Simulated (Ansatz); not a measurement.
# Sensitivity of the G0W0 gap of WSe2 (P6_3/mmc)

Aim: change settings of a G0W0 run on WSe2 (P6_3/mmc) and see what moves.

Calculated with Ansatz 0.2.0; G0W0 on PBE, plane waves, PAW.

The database entry behind the starting cell differs from later determinations by our own check (a about 0.2 % long), so it need not match the best structure at ambient conditions.

**1. The structure**

The structure is hexagonal, space group P6_3/mmc (No. 194). The conventional cell has a = 3.290 Å, b = 3.290 Å, c = 12.970 Å, α = 90.00°, β = 90.00°, γ = 120.00°. W has 6 Se at 2.53 Å nearest. Se has 3 W at 2.53 Å nearest. Farther neighbours and most contacts between anions are not listed.

The cell and positions come from the Crystallography Open Database and are kept as given unless a step says otherwise. Spin-orbit coupling is left out unless a step names it. The default PAW set here is soft_2. Its files were made with PBE.

**2. The base run: 6×6×2 mesh, 128 empty bands, screening to 60 eV**

Now the one-shot GW correction: screening in the RPA, then the self-energy of the levels asked for.

input.yaml reads:

```yaml
crystal:
  lattice:
    - [3.29, 0.0, 0.0]
    - [-1.645, 2.8492235785, 0.0]
    - [0.0, 0.0, 12.97]
  atoms:
    - { symbol: W, position: [0.3333333333, 0.6666666667, 0.25] }
    - { symbol: W, position: [0.6666666667, 0.3333333333, 0.75] }
    - { symbol: Se, position: [0.3333333333, 0.6666666667, 0.621] }
    - { symbol: Se, position: [0.6666666667, 0.3333333333, 0.121] }
    - { symbol: Se, position: [0.3333333333, 0.6666666667, 0.879] }
    - { symbol: Se, position: [0.6666666667, 0.3333333333, 0.379] }
kpoints:
  mp_grid: { grid: [6, 6, 2] }
hamiltonian:
  xc: pbe
scf:
  occupations: { method: fixed }
gw:
  n_empty_bands: 128
  ecut_chi: 60
  qp_bands: [v2, c2]
  qp_kpoints: band_edges
  screening: { model: contour_deformation }
```

Started as:

```sh
> ansatz run input.yaml --threads 3 --pin off --max-ram 92160MiB --backend cuda --events-out ev --progress --plain --runs-dir out --devices 1 --max-vram 13GiB  # rebuilt from the run's record
```

Numbers of over 12 decimals in the logs are rounded to 6 here.

Log:

```text
GPUs: using 1 of 1 available (devices: 1).
Engine: ansatz 0.2.0, x86_64-unknown-linux-gnu
Pseudopotentials: kind: paw
Pseudopotential: W, paw, valence charge 14, recommended cutoff 420 eV (normal), W.paw.azcp
Pseudopotential: Se, paw, valence charge 16, recommended cutoff 420 eV (normal), Se.paw.azcp
Functional definition: PBE
  parameter kappa = 0.804
  parameter beta = 0.066725
  exchange = pbe_x(kappa = kappa, mu = beta*pi^2/3)
  correlation = pbe_c(beta = beta)
device memory: the entry about to start is reckoned to put 2.5 GiB on a device that reports 34.8 GiB free (of which the cap on the GPU budget leaves the run 13.0 GiB)
GPU FFT provider: cuFFT
GPU libraries: cuBLAS 13.8.2, cuFFT 12.4.0, cuSOLVER 12.3.4
Crystal: 6 atoms, lattice volume = 121.580 Å³
Basis set: ecut = 420 eV, 2419 PW (Γ)
Bands: 56, of which v1, the nominal top of the filled ones, is band 46 counted from 1 (45 counted from 0)
Symmetry: 24 space group operations
Space group: P63/mmc (ITA 194), of the structure as read, at distance tolerance 5.0e-5 Å
k-points: 14 of 72
Non-local potential: W, projectors of the file, l = 0: 3, l = 1: 2, l = 2: 2, l = 3: 1
Non-local potential: Se, projectors of the file, l = 0: 2, l = 1: 2, l = 2: 3, l = 3: 1
PAW form: soft (Blöchl's): semilocal exchange-correlation on the pseudo side does not see the compensation charge
PAW one-centre angular grid: W, 590 points (default); XC on 64 Gauss nodes
PAW one-centre angular grid: Se, 590 points (default); XC on 64 Gauss nodes
Initial density: superposition of atomic densities (neutral atoms: chi_scale 0, normalization atom), corrected by the library's trained network
Initial wavefunctions: pseudopotential atomic-orbital guess
GPU buffer pool allocated for 51840 grid points (all kernels)
GPU transforms: local potential and band sums: pruned to the plane-wave sphere, on 24×24×90
Functional: x = pbe(κ = 0.804, μ = 0.219515), c = pbe(β = 0.066725)
SCF iter   1: F=—  HF=-42649.193134 eV  |F-HF|=—  |Δ(HF+E_count)|=         —  Δρ=4.34e-3  dr2=5.50e-3  ethr=1.77e-3  ⟨swp⟩=4.9  Hψ=2498  notcnv=0  defer=92
preconditioner: auto → Resta (q_TF=auto, 2.604 Å⁻¹)  ε∞=6.0  [insulator: Δε(μ)=0.971 eV  Ē_g=8.998 eV  n_scr=40 (ndim 8)  ℏωp=20.2 eV  f_vac=0.044  ε∞_Penn≈6.0]
SCF iter   2: F=—  HF=-42649.201845 eV  |F-HF|=—  |Δ(HF+E_count)|=   8.71e-3  Δρ=2.52e-3  dr2=1.82e-3  ethr=5.98e-6  ⟨swp⟩=2.0  Hψ=1359  notcnv=0  defer=110
SCF iter   3: F=—  HF=-42649.206144 eV  |F-HF|=—  |Δ(HF+E_count)|=   4.30e-3  Δρ=3.93e-4  dr2=4.51e-4  ethr=1.98e-6  ⟨swp⟩=2.0  Hψ=1049  notcnv=0  defer=110
SCF iter   4: F=—  HF=-42649.206086 eV  |F-HF|=—  |Δ(HF+E_count)|=   5.79e-5  Δρ=8.88e-5  dr2=4.57e-6  ethr=4.90e-7  ⟨swp⟩=2.4  Hψ=1304  notcnv=0  defer=54
[...]
E_vxc        = -873.934551  (∫ρ·V_xc dr)
  E_paw        = -24771.115243  (= ΣΔE_a)
  E_vpaw       = 624.108658  (= ΣTr[D̂ρ^β])
  E_aug_tail   = -0.002475  (compensation charges beyond the density's cutoff)
  E_ewald      = -9994.845457
  E_smearing   = -0.000000  (= −TS)
  E_closure    = 0.000000  (closes the sum)
  Σ components = -42649.206099   (vs F -42649.206099, Δ=0.00e0)
--- Band table (eV; the first three rows and the last of 14) ---
  k-point 0: bands = [... 42 lower, 11.4570, 11.8525, 11.8899, 12.9570, 15.5966, 15.5966, 15.6471, 15.6471, ... 6 higher]
  k-point 1: bands = [... 42 lower, 11.4294, 11.4294, 12.7404, 12.7404, 15.6022, 15.6022, 15.6022, 15.6022, ... 6 higher]
  k-point 2: bands = [... 42 lower, 11.1115, 11.8714, 11.9044, 12.2882, 14.6109, 15.1432, 15.2162, 15.2868, ... 6 higher]
  k-point 13: bands = [... 42 lower, 10.2227, 10.2227, 12.6187, 12.6187, 14.2841, 14.2841, 15.3888, 15.3888, ... 6 higher]
--- G₀W₀: contour deformation, 7 samples at zero and on the imaginary axis and 1 off it, 72 q-points, 128 empty bands' worth ---
  eigenvalues of the whole cell's RPA ε∞ on this k-mesh (on a slab, of 1 + 4πα/V) = 7.1898, 15.8185, 15.8185; static W/v taken at q = 0 is 0.066353
  bands read: the sum over 174 bands ends inside a degenerate multiplet in 1 slot, whose members it reads at an even weight; the widest, k=12: bands 174 to 175 (counted from 1) at 1/2 each
  gw.qp_kpoints: band_edges: 10 of 14 stored k-points solved, in 1 pass; an edge of the gap read off the rows below is read off those points alone
    valence top: of the k-points left out ik 6 came nearest to being solved in a further pass, in band 46 (counted from 1, as in the quasiparticle table): it holds the edge there only if its correction is more favourable than any solved in that band by at least 1.111 eV; those differ by 0.131 eV
    conduction bottom: of the k-points left out ik 4 came nearest to being solved in a further pass, in band 47 (counted from 1, as in the quasiparticle table): it holds the edge there only if its correction is more favourable than any solved in that band by at least 0.576 eV; those differ by 0.190 eV
    ik  band        ε_KS         Σx   Σc(E_QP)       V_xc       Z   E_QP_lin       E_QP  E_QP is
     0    45     11.8899   -18.1406     2.1362   -15.9334  0.7723    11.8189    11.8190  root
     0    46     12.9570   -19.3876     0.8717   -18.7647  0.7595    13.2052    13.2058  root
     0    47     15.5966   -13.8666    -3.6913   -18.2073  0.7608    16.2554    16.2460  root
     0    48     15.5966   -13.8666    -3.6913   -18.2073  0.7608    16.2554    16.2460  root
     1    45     12.7404   -19.0852     1.1034   -18.1680  0.7610    12.9263    12.9267  root
     1    46     12.7404   -19.0852     1.1034   -18.1680  0.7610    12.9263    12.9267  root
     1    47     15.6022   -13.8250    -3.6766   -18.1422  0.7598    16.2520    16.2428  root
     1    48     15.6022   -13.8250    -3.6766   -18.1422  0.7598    16.2520    16.2428  root
[...]
13    45     12.6187   -18.3733     0.8165   -17.7227  0.7580    12.7844    12.7847  root
    13    46     12.6187   -18.3733     0.8165   -17.7227  0.7580    12.7844    12.7847  root
    13    47     14.2841   -15.5713    -3.4942   -19.6909  0.7535    14.9163    14.9096  root
    13    48     14.2841   -15.5713    -3.4942   -19.6909  0.7535    14.9163    14.9096  root
[key lines of the parts left out:]
SCF converged after 6 iterations
Free energy (F): -42649.206099 eV
Fermi energy:    12.956967 eV
```

It took 16 s on 1 × NVIDIA H100 80GB HBM3 (shared by 6 runs) with 3 threads of AMD EPYC 7R13 (Zen 3), shared host; peak memory 1.2 GiB; 29 s of CPU time.

The column dr2 measures how far the density is from self-consistency, as an energy; F and HF (Harris–Foulkes) agree once it is small.

Numbers from this step:

```yaml
bands_summed: 174
rpa_eps_infinity_on_this_mesh_eigenvalues: 7.190, 15.82, 15.82
plane_waves_in_the_screening_matrix: 125
q_points_in_the_mesh: 72
g0w0_gap_on_the_mesh: 1.186 eV
k_of_the_valence_top: 0, 0, 0
k_of_the_conduction_bottom: 0.1667, 0.1667, 0
starting_gap_on_the_mesh: 0.9758 eV
z_at_the_valence_top: 0.7595
z_at_the_conduction_bottom: 0.7697
least_direct_g0w0_gap_on_the_computed_points: 1.949 eV
```

The gap on the mesh goes from 0.98 eV to 1.19 eV, a correction of +0.21 eV. Between the two edge states, bare exchange in place of the xc potential would open the gap by 4.35 eV, and correlation takes back 4.14 eV.

**3. Variant: no symmetry**

input.yaml: that of step 2 with these lines changed.

```diff
@@ -12,2 +12,3 @@
     - { symbol: Se, position: [0.6666666667, 0.3333333333, 0.379] }
+  symmetry: { detect: false }
 kpoints:
```

Log:

```text
GPUs: using 1 of 1 available (devices: 1).
[...]
GPU FFT provider: cuFFT
GPU libraries: cuBLAS 13.8.2, cuFFT 12.4.0, cuSOLVER 12.3.4
Crystal: 6 atoms, lattice volume = 121.580 Å³
Basis set: ecut = 420 eV, 2419 PW (Γ)
Bands: 56, of which v1, the nominal top of the filled ones, is band 46 counted from 1 (45 counted from 0)
Symmetry: 1 space group operations
k-points: 40 of 72 (time reversal used)
[...]
GPU buffer pool allocated for 51840 grid points (all kernels)
[...]
SCF iter   1: F=—  HF=-42649.193004 eV  |F-HF|=—  |Δ(HF+E_count)|=         —  Δρ=4.34e-3  dr2=5.52e-3  ethr=1.77e-3  ⟨swp⟩=4.8  Hψ=6866  notcnv=0  defer=276
[...]
SCF iter   6: F=-42649.206099 eV  HF=-42649.206099 eV  |F-HF|=4.33e-8  |Δ(HF+E_count)|=   2.15e-6  Δρ=5.84e-6  dr2=5.54e-8  ethr=1.09e-10  ⟨swp⟩=8.9  Hψ=8202  notcnv=0
SCF 1 converged in 6 iterations: F = -42649.206099 eV  dr2 = 5.54e-8
[...]
NSCF: frozen V_eff on 40 k-points, pencils in batches of 32, up to order 224
[...]
NSCF: frozen V_eff on 40 k-points
G₀W₀ screening: q 1/40
[... further progress lines ...]
SCF converged after 6 iterations
Free energy (F): -42649.206099 eV
[...]
Internal energy: -42649.206099 eV  (E = F + TS)
E sigma→0 (E₀):  -42649.206099 eV
Fermi energy:    12.956971 eV
[...]
--- Band table (eV; the first three rows and the last of 40) ---
  k-point 0: bands = [... 42 lower, 11.4570, 11.8525, 11.8899, 12.9570, 15.5966, 15.5966, 15.6471, 15.6471, ... 6 higher]
  k-point 1: bands = [... 42 lower, 11.4294, 11.4294, 12.7404, 12.7405, 15.6022, 15.6022, 15.6022, 15.6022, ... 6 higher]
  k-point 2: bands = [... 42 lower, 11.1115, 11.8714, 11.9044, 12.2882, 14.6110, 15.1432, 15.2162, 15.2869, ... 6 higher]
  k-point 39: bands = [... 42 lower, 11.6209, 11.6209, 11.7211, 11.7211, 15.1029, 15.1029, 15.4700, 15.4700, ... 6 higher]
[...]
0    45     11.8899   -18.1406     2.1362   -15.9334  0.7723    11.8189    11.8190  root
     0    46     12.9570   -19.3876     0.8717   -18.7647  0.7595    13.2052    13.2058  root
     0    47     15.5966   -13.8666    -3.6913   -18.2073  0.7608    16.2554    16.2460  root
     0    48     15.5966   -13.8666    -3.6913   -18.2073  0.7608    16.2554    16.2460  root
     1    45     12.7405   -19.0852     1.1034   -18.1680  0.7610    12.9263    12.9267  root
     1    46     12.7405   -19.0852     1.1034   -18.1680  0.7610    12.9263    12.9267  root
     1    47     15.6022   -13.8250    -3.6766   -18.1422  0.7598    16.2520    16.2428  root
     1    48     15.6022   -13.8250    -3.6766   -18.1422  0.7598    16.2520    16.2428  root
[...]
31    45     11.8420   -19.3953     1.5291   -18.0232  0.7490    11.9987    11.9991  root
    31    46     11.8420   -19.3953     1.5291   -18.0232  0.7490    11.9987    11.9991  root
    31    47     14.3247   -13.6404    -3.4321   -17.5972  0.7658    14.8539    14.8495  root
    31    48     14.3247   -13.6404    -3.4321   -17.5972  0.7658    14.8539    14.8495  root
```

Wall time 50 s (1 × NVIDIA H100 80GB HBM3 (shared by 6 runs) with 3 threads); peak memory 1.5 GiB.

The G0W0 gap on the mesh is 1.186 eV.

Against the base:

| setting | base | variant |
| --- | --- | --- |
| symmetry detection | - | false |

| quantity | variant | base |
| --- | --- | --- |
| starting gap on the mesh | 0.976 | 0.976 |
| G0W0 gap on the mesh | 1.186 | 1.186 |
| least direct G0W0 gap on the computed points | 1.949 | 1.949 |
| Z at the valence top | 0.759 | 0.759 |
| Z at the conduction bottom | 0.770 | 0.770 |

**4. Outcome**

```yaml
base: 1.19 eV, 16 s
no_symmetry: 1.19 eV, 50 s
```

**Reading.** No symmetry: the gap moves by +0.00 eV and the time by a factor of 3.0. Symmetry itself changes the cost, not the physics. All runs here use a coarse mesh and modest cutoffs; they test settings and are not final values. The 6×6×2 mesh is coarse for this cell (its supercell is 20 Å along the shortest edge). The RPA ε∞ on it, from the PBE start, is 7.19 and 15.82; such meshes misread the long-range screening, most where the gap is narrow. The many-body steps are scalar-relativistic: spin-orbit coupling is not in them.

[Paths, hosts, dates, memory and timing lines, banners, echoed tables and standing remarks are left out of the program output.]

[Logs are printed without paths, hosts, clocks, repeated set-up lines and the standing remarks that a program may print on its own settings, such as how far it seeks lower states.]

[Runs of the session that timed out or met a known fault of the program may be left out.]

[Cells called generated may have been cut or substituted from an entry of the Crystallography Open Database or the Materials Project.]

[Hosts, paths, dates, database ids (printed as entryN), source tags and the programs' standing remarks are cut or masked in the printed files.]
